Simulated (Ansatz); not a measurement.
# (ZnO)3(MgO)1 [0001] superlattice, started as wurtzite: phonons and vibrational spectra, part 2 of 3

Wanted: phonon frequencies of (ZnO)3(MgO)1 [0001] superlattice, started as wurtzite and what follows from them.

Ansatz 0.2.0; DFT PBEsol, scalar-relativistic, plane waves, PAW.

So far. Step 4 (Tight relaxation): The largest force component left is 0.44 meV/Å and the pressure is 0.000 GPa, within the tolerances set. The cell now holds 11.81 Å³/atom. The relaxed cell has a = 3.246, c = 10.348 Å (conventional setting).

The structure was built from a prototype and need not be the compound's stable phase.

## Step 5: Modes at Γ

The zone centre is the only wavevector solved here; it holds the modes that light can see, as far as symmetry allows. The response to a homogeneous field gives the Born charges and the dielectric tensor, and its change with displacement the Raman tensors.

The input, input.yaml:

```yaml
crystal:
  lattice:
    - [3.2464027863, 0.0, 0.0]
    - [-1.6232013932, 2.8114672838, 0.0]
    - [0.0, 0.0, 10.3480081979]
  atoms:
    - { symbol: Mg, position: [0.6666666667, 0.3333333333, 0.7458082318] }
    - { symbol: O, position: [0.3333333333, 0.6666666667, 0.1896926087] }
    - { symbol: O, position: [0.6666666667, 0.3333333333, 0.440116828] }
    - { symbol: O, position: [0.3333333333, 0.6666666667, 0.6901488707] }
    - { symbol: O, position: [0.6666666667, 0.3333333333, 0.9377624084] }
    - { symbol: Zn, position: [0.3333333333, 0.6666666667, -0.0015774821] }
    - { symbol: Zn, position: [0.6666666667, 0.3333333333, 0.2486059013] }
    - { symbol: Zn, position: [0.3333333333, 0.6666666667, 0.4994426332] }
kpoints:
  mp_grid: { grid: [9, 9, 4] }
hamiltonian:
  xc: pbesol
scf:
  occupations: { method: fixed }
output:
  eigenvalues: true
phonons:
  method: dfpt
  dielectric: true
  rigid_motions: translations
  raman: true
```

Command:

```console
$ ansatz run input.yaml --threads 8 --pin off --max-ram 14336MiB --backend cpu --events-out ev --progress --plain --runs-dir out
```

Numbers of over 12 decimals in the logs are rounded to 6 here.

Output:

```text
[...]
Crystal: 8 atoms, lattice volume = 94.448 Å³
Basis set: ecut = 420 eV, 1895 PW (Γ), exchange–correlation on 48×48×144 points (8 copies of the dense FFT grid, shifted against one another)
Bands: 43, of which v1, the nominal top of the filled ones, is band 35 counted from 1 (34 counted from 0)
Symmetry: 6 space group operations
k-points: 95 of 324 (irreducible under 2 space group operations, time reversal used)
[...]
SCF iter   1: F=—  HF=-14002.091097 eV  |F-HF|=—  |Δ(HF+E_count)|=         —  Δρ=1.54e-2  dr2=1.89e-1  ethr=1.77e-3  ⟨swp⟩=5.0  Hψ=14945  notcnv=0  defer=541
[...]
SCF iter  13: F=-14002.038995 eV  HF=-14002.038995 eV  |F-HF|=1.46e-11  |Δ(HF+E_count)|=  1.53e-10  Δρ=2.26e-7  dr2=5.51e-11  ethr=1.00e-12  ⟨swp⟩=11.2  Hψ=27404  notcnv=0
SCF 1 converged in 13 iterations: F = -14002.038995 eV  dr2 = 5.51e-11
[...]
NSCF: frozen V_eff on 4 k-points
DFPT response loops at Γ: preconditioner auto → Resta (q_TF=auto, 2.595 Å⁻¹)  ε∞=7.3 (no band partly filled); β = 1.00, the filter's whole step (`scf.mixing.beta` (0.50) is not read by the response loops at its default; to damp them type it under 1.00, their step now; it binds the ground state too); Broyden in place of MSR1
── the response to a field inside a basis, on 18×18×6 k-points: an SCF that follows is theirs, and a resumed run solves both again ──
Bands: 36, of which v1, the nominal top of the filled ones, is band 35 counted from 1 (34 counted from 0)
k-points: 513
[...]
Eigensolver: Dense (513 Hₖ)
SCF iter   1: F=—  HF=-14001.931682 eV  |F-HF|=—  |Δ(HF+E_count)|=         —  Δρ=6.13e-4  dr2=1.01e-4  ethr=1.00e-1
[...]
SCF iter  10: F=-14001.931667 eV  HF=-14001.931667 eV  |F-HF|=2.00e-11  |Δ(HF+E_count)|=  1.46e-11  Δρ=1.15e-7  dr2=2.56e-11  ethr=1.00e-12
SCF 1 converged in 10 iterations: F = -14001.931667 eV  dr2 = 2.56e-11
[...]
WARN: field response: ε∞ stands inside a basis, on 18×18×6 points; the force constants stand on the 9×9×4 k-mesh, whose period is 12.00 times the interband length at k = (0.0000, 0.0000, 0.0000), direct gap 1.124 eV, under 14: take them and everything formed from them as unconverged, and compare with a denser kpoints.mp_grid
SCF converged after 13 iterations
Free energy (F): -14002.038995 eV
[...]
Internal energy: -14002.038995 eV  (E = F + TS)
E sigma→0 (E₀):  -14002.038995 eV
Fermi energy:    6.790631 eV
[...]
--- Band table (eV; the first three rows and the last of 95) ---
  k-point 0: bands = [... 31 lower, 6.4969, 6.6022, 6.7906, 6.7906, 7.9150, 10.3416, 10.7429, 12.8029, ... 4 higher]
  k-point 1: bands = [... 31 lower, 6.5104, 6.5104, 6.7856, 6.7856, 8.2545, 9.7646, 11.2258, 12.6864, ... 4 higher]
  k-point 2: bands = [... 31 lower, 6.5235, 6.5235, 6.7810, 6.7810, 8.7652, 9.1810, 11.5395, 12.5368, ... 4 higher]
  k-point 94: bands = [... 31 lower, 5.2314, 5.5493, 5.6996, 5.9637, 12.1734, 12.5214, 13.8967, 13.9592, ... 4 higher]
--- Phonons (Γ-DFPT): 16 representative perturbations + reference, on 95 of 324 k-points (Σ response iterations 63) ---
  k mesh reduced under 2 symmetry operations, with k and −k counted as one. Each operation leaves every solved perturbation unchanged. A smaller set is not considered because the run solves the response to a homogeneous field
  ASR residual: 9.655e-5 → 0.000e0 eV/Å²; symmetrization residual: 3.678e-5 eV/Å²
  ASR residual per site (eV/Å²): 8.60e-5 9.66e-5 4.39e-5 6.59e-5 3.92e-5 1.05e-5 9.43e-5 1.71e-5
  Γ frequencies (cm⁻¹): 0.00 0.00 0.00 70.81 70.81 77.73 77.73 118.03 118.03 177.08 203.49 303.89 386.41 386.41 395.02 398.08 398.08 412.58 412.58 525.64 533.77 533.77 536.83 582.66
  ε∞ (high-frequency dielectric tensor):
        4.460552     0.000000     0.000000
        0.000000     4.460552    -0.000000
        0.000000    -0.000000     4.353115
  ε⁰ (static dielectric tensor: ions relaxed, cell fixed):
        8.745127     0.000000     0.000000
        0.000000     8.745127    -0.000000
        0.000000    -0.000000     9.218141
  ε⁰ − ε∞ (ionic part):
        4.284575     0.000000     0.000000
        0.000000     4.284575    -0.000000
        0.000000    -0.000000     4.865026
  softest optical mode at Γ: 70.81 cm⁻¹; the repairs (sum rule, projections) moved no ω² at Γ by more than (4.08 cm⁻¹)²
  Born effective charges Z* (e; rows j = field, columns β = displacement):
    site 0:
         1.78949   -0.00000    0.00000
         0.00000    1.78949   -0.00000
         0.00000   -0.00000    2.25280
    site 1:
        -2.10381   -0.00000   -0.00000
        -0.00000   -2.10381    0.00000
        -0.00000    0.00000   -1.92377
    site 2:
        -2.09767   -0.00000   -0.00000
         0.00000   -2.09767    0.00000
        -0.00000    0.00000   -1.94986
    site 3:
        -1.71916   -0.00000   -0.00000
        -0.00000   -1.71916    0.00000
        -0.00000    0.00000   -2.34192
    site 4:
        -2.18618   -0.00000   -0.00000
        -0.00000   -2.18618    0.00000
        -0.00000    0.00000   -1.99154
    site 5:
         2.11141    0.00000    0.00000
         0.00000    2.11141   -0.00000
         0.00000   -0.00000    2.08963
    site 6:
         2.11400    0.00000    0.00000
         0.00000    2.11400   -0.00000
         0.00000   -0.00000    1.92416
    site 7:
         2.09191    0.00000    0.00000
         0.00000    2.09191   -0.00000
         0.00000   -0.00000    1.94051
  Z* charge neutrality: 1.864e-2 e pre-enforcement
  solved inside a basis spanned on kpoints, on 18×18×6 k-points transformed towards the longest dipole: ε∞ is read to err by 2.3e-2, Z* by 1.8e-2 e (field_mesh: kpoints solves on kpoints); Z* is corrected for what the basis lacks
  Raman tensors (in the event stream and the table raman_tensors.tsv): an entry may err by 5.8e-2 Å², one of the second-order susceptibility by 7.7e-1 pm/V (basis, points and sum rule); their sum over the sites missed zero by 5.017e-3 Å² ahead of its enforcement
  optical modes at Γ without the LO–TO term, one row a degenerate level:
      ω (cm⁻¹)  modes    IR ((D/Å)²/amu)  static Raman (Å⁴/amu)  depolarisation
         70.81      2             0.0001                 0.3232           0.750
         77.73      2             0.0012                 0.7687           0.750
        118.03      2             0.0307                 1.4788           0.750
        177.08      1             0.0350                 0.9153           0.079
        203.49      1             0.0213                 0.1745           0.314
        303.89      1             2.0276                 2.8862           0.337
        386.41      2            41.6378                 2.3660           0.750
        395.02      1            28.7285                 1.1345           0.720
        398.08      2             7.6412                 4.3199           0.750
        412.58      2             0.4684                10.3300           0.750
        525.64      1             0.0000                 0.0453           0.041
        533.77      2            13.4514                12.7004           0.750
        536.83      1             0.0062                51.3021           0.029
        582.66      1             2.6224                 2.9363           0.518
  optical modes at Γ + LO–TO along q̂ = [1.0000, 0.0000, 0.0000]:
      ω (cm⁻¹)  modes    IR ((D/Å)²/amu)  static Raman (Å⁴/amu)  depolarisation
         70.81      1             0.0000                 0.1616           0.750
         70.81      1             0.0000                 0.1643           0.750
         77.73      1             0.0006                 0.3843           0.750
         77.73      1             0.0001                 0.3835           0.750
        118.03      1             0.0153                 0.7394           0.750
        118.19      1             0.0037                 0.8751           0.750
        177.08      1             0.0350                 0.9153           0.079
        203.49      1             0.0213                 0.1745           0.314
        303.89      1             2.0276                 2.8862           0.337
        386.41      1            20.8189                 1.1830           0.750
        395.02      1            28.7285                 1.1345           0.720
        396.13      1             0.0200                 2.5665           0.750
        398.08      1             3.8206                 2.1599           0.750
        412.32      1             0.0077                 4.9179           0.750
        412.58      1             0.2342                 5.1650           0.750
        478.81      1             6.2337                12.1558           0.750
        525.64      1             0.0000                 0.0453           0.041
        533.77      1             6.7257                 6.3502           0.750
        536.83      1             0.0062                51.3021           0.029
        582.66      1             2.6224                 2.9363           0.518
        605.59      1            25.3502                32.3469           0.750
  optical modes at Γ + LO–TO along q̂ = [0.0000, 1.0000, 0.0000]:
      ω (cm⁻¹)  modes    IR ((D/Å)²/amu)  static Raman (Å⁴/amu)  depolarisation
         70.81      1             0.0000                 0.1616           0.750
         70.81      1             0.0000                 0.1643           0.750
         77.73      1             0.0006                 0.3843           0.750
         77.73      1             0.0001                 0.3835           0.750
        118.03      1             0.0153                 0.7394           0.750
[...]
optical modes at Γ + LO–TO along q̂ = [0.0000, 0.0000, 1.0000]:
      ω (cm⁻¹)  modes    IR ((D/Å)²/amu)  static Raman (Å⁴/amu)  depolarisation
[...]
118.03      2             0.0307                 1.4788           0.750
        177.29      1             0.0060                 0.7474           0.018
        203.60      1             0.0033                 0.0916           0.113
        308.79      1             0.1594                 1.0652           0.005
        386.41      2            41.6378                 2.3660           0.750
        398.08      2             7.6412                 4.3199           0.750
        412.58      2             0.4684                10.3300           0.750
        525.64      1             0.0000                 0.0430           0.029
        530.91      1            13.1918                72.4556           0.636
        533.77      2            13.4514                12.7004           0.750
        537.17      1             0.7630                57.1008           0.128
        619.41      1            19.3175                74.8425           0.750
```

It took 19 min on 8 threads of Intel Xeon 6975P-C (Granite Rapids), shared host; peak memory 8.9 GiB.

Numbers from this step:

* sum-rule residual before enforcement: 9.66e-5 eV/Å²
* miss of the charge sum rule: 0.01864 e
* estimated error of the dielectric tensor: 0.02330
* estimated error of the Born charges: 0.01801 e
* point group: 3m
* highest optical mode at the zone centre (no LO-TO term): 582.7 cm⁻¹
* lowest optical zone-centre mode: 70.81 cm⁻¹
* mean high-frequency dielectric constant: 4.425
* largest Born charge (third of the trace): -2.121 e
* mean static dielectric constant: 8.903
* top of the zone-centre spectrum with the field: 619.4 cm⁻¹

Without the LO-TO term. Patterns of degenerate modes are one choice out of their space. The modes at Γ (shares of kinetic energy by element, %):

| mode | frequency (cm⁻¹) | symmetry | Mg % | O % | Zn % |
| --- | --- | --- | --- | --- | --- |
| 1 | 0.0 | acoustic | 9 | 22 | 69 |
| 2 | 0.0 | acoustic | 9 | 22 | 69 |
| 3 | 0.0 | acoustic | 9 | 22 | 69 |
| 4 | 70.8 | E | 0 | 17 | 83 |
| 5 | 70.8 | E | 0 | 17 | 83 |
| 6 | 77.7 | E | 7 | 18 | 74 |
| 7 | 77.7 | E | 7 | 18 | 74 |
| 8 | 118.0 | E | 45 | 31 | 24 |
| 9 | 118.0 | E | 45 | 31 | 24 |
| 10 | 177.1 | A1 | 0 | 12 | 88 |
| 11 | 203.5 | A1 | 11 | 14 | 75 |
| 12 | 303.9 | A1 | 35 | 24 | 41 |
| 13 | 386.4 | E | 0 | 82 | 18 |
| 14 | 386.4 | E | 0 | 82 | 18 |
| 15 | 395.0 | A1 | 18 | 71 | 11 |
| 16 | 398.1 | E | 0 | 83 | 17 |
| 17 | 398.1 | E | 0 | 83 | 17 |
| 18 | 412.6 | E | 0 | 85 | 15 |
| 19 | 412.6 | E | 0 | 85 | 15 |
| 20 | 525.6 | A1 | 1 | 97 | 2 |
| 21 | 533.8 | E | 38 | 62 | 0 |
| 22 | 533.8 | E | 38 | 62 | 0 |
| 23 | 536.8 | A1 | 2 | 87 | 11 |
| 24 | 582.7 | A1 | 25 | 71 | 4 |

Displacements in mode 4 (70.8 cm⁻¹), the largest set to 1:
```
Mg1  0.13  0.00  0.00
O2  -0.15  0.00  0.00
O3   0.90  0.03  0.00
O4   0.16  0.00  0.00
O5  -0.81 -0.02  0.00
Zn6 -0.91 -0.03  0.00
Zn7 -0.16  0.00  0.00
Zn8  1.00  0.03  0.00
```

Displacements in mode 11 (203.5 cm⁻¹), the largest set to 1:
```
Mg1  0.00  0.00 -0.69
O2   0.00  0.00  0.16
O3   0.00  0.00  0.50
O4   0.00  0.00 -0.53
O5   0.00  0.00 -0.62
Zn6  0.00  0.00 -0.35
Zn7  0.00  0.00  1.00
Zn8  0.00  0.00 -0.28
```

Optical modes at the zone centre, without and with the macroscopic field of the longitudinal modes; each column is sorted by frequency, so a row need not hold one and the same mode. Modes with and without the field, by row:

| rank among optical modes | no field (cm⁻¹) | q along (1, 0, 0) (cm⁻¹) | q along (0, 0, 1) (cm⁻¹) |
| --- | --- | --- | --- |
| 1 | 70.8 | 70.8 | 70.8 |
| 2 | 70.8 | 70.8 | 70.8 |
| 3 | 77.7 | 77.7 | 77.7 |
| 4 | 77.7 | 77.7 | 77.7 |
| 5 | 118 | 118 | 118 |
| 6 | 118 | 118.2 | 118 |
| 7 | 177.1 | 177.1 | 177.3 |
| 8 | 203.5 | 203.5 | 203.6 |
| 9 | 303.9 | 303.9 | 308.8 |
| 10 | 386.4 | 386.4 | 386.4 |
| 11 | 386.4 | 395 | 386.4 |
| 12 | 395 | 396.1 | 398.1 |
| 13 | 398.1 | 398.1 | 398.1 |
| 14 | 398.1 | 412.3 | 412.6 |
| 15 | 412.6 | 412.6 | 412.6 |
| 16 | 412.6 | 478.8 | 525.6 |
| 17 | 525.6 | 525.6 | 530.9 |
| 18 | 533.8 | 533.8 | 533.8 |
| 19 | 533.8 | 536.8 | 533.8 |
| 20 | 536.8 | 582.7 | 537.2 |
| 21 | 582.7 | 605.6 | 619.4 |

Born charge (rows field, columns displacement) (e), principal values of the symmetric part by kind of site:

| atom | atoms with these values | low | middle | high | mean |
| --- | --- | --- | --- | --- | --- |
| Mg1 | 1 | 1.79 | 1.79 | 2.25 | 1.94 |
| O2 | 1 | -2.10 | -2.10 | -1.92 | -2.04 |
| O3 | 1 | -2.10 | -2.10 | -1.95 | -2.05 |
| O4 | 1 | -2.34 | -1.72 | -1.72 | -1.93 |
| O5 | 1 | -2.19 | -2.19 | -1.99 | -2.12 |
| Zn6 | 1 | 2.09 | 2.11 | 2.11 | 2.10 |
| Zn7 | 1 | 1.92 | 2.11 | 2.11 | 2.05 |
| Zn8 | 1 | 1.94 | 2.09 | 2.09 | 2.04 |

In full for Zn8:

```
2.09 0.00 0.00
0.00 2.09 0.00
0.00 0.00 1.94
```

High-frequency dielectric tensor:

```
4.46 0.00 0.00
0.00 4.46 0.00
0.00 0.00 4.35
```

Static dielectric tensor (ions relaxed, fixed cell):

```
8.75 0.00 0.00
0.00 8.75 0.00
0.00 0.00 9.22
```

[end of part 2 of 3]

[Logs are printed without paths, hosts, clocks, repeated set-up lines and the standing remarks that a program may print on its own settings, such as how far it seeks lower states.]

[Hosts, paths, dates, database ids (printed as entryN), source tags and the programs' standing remarks are cut or masked in the printed files.]
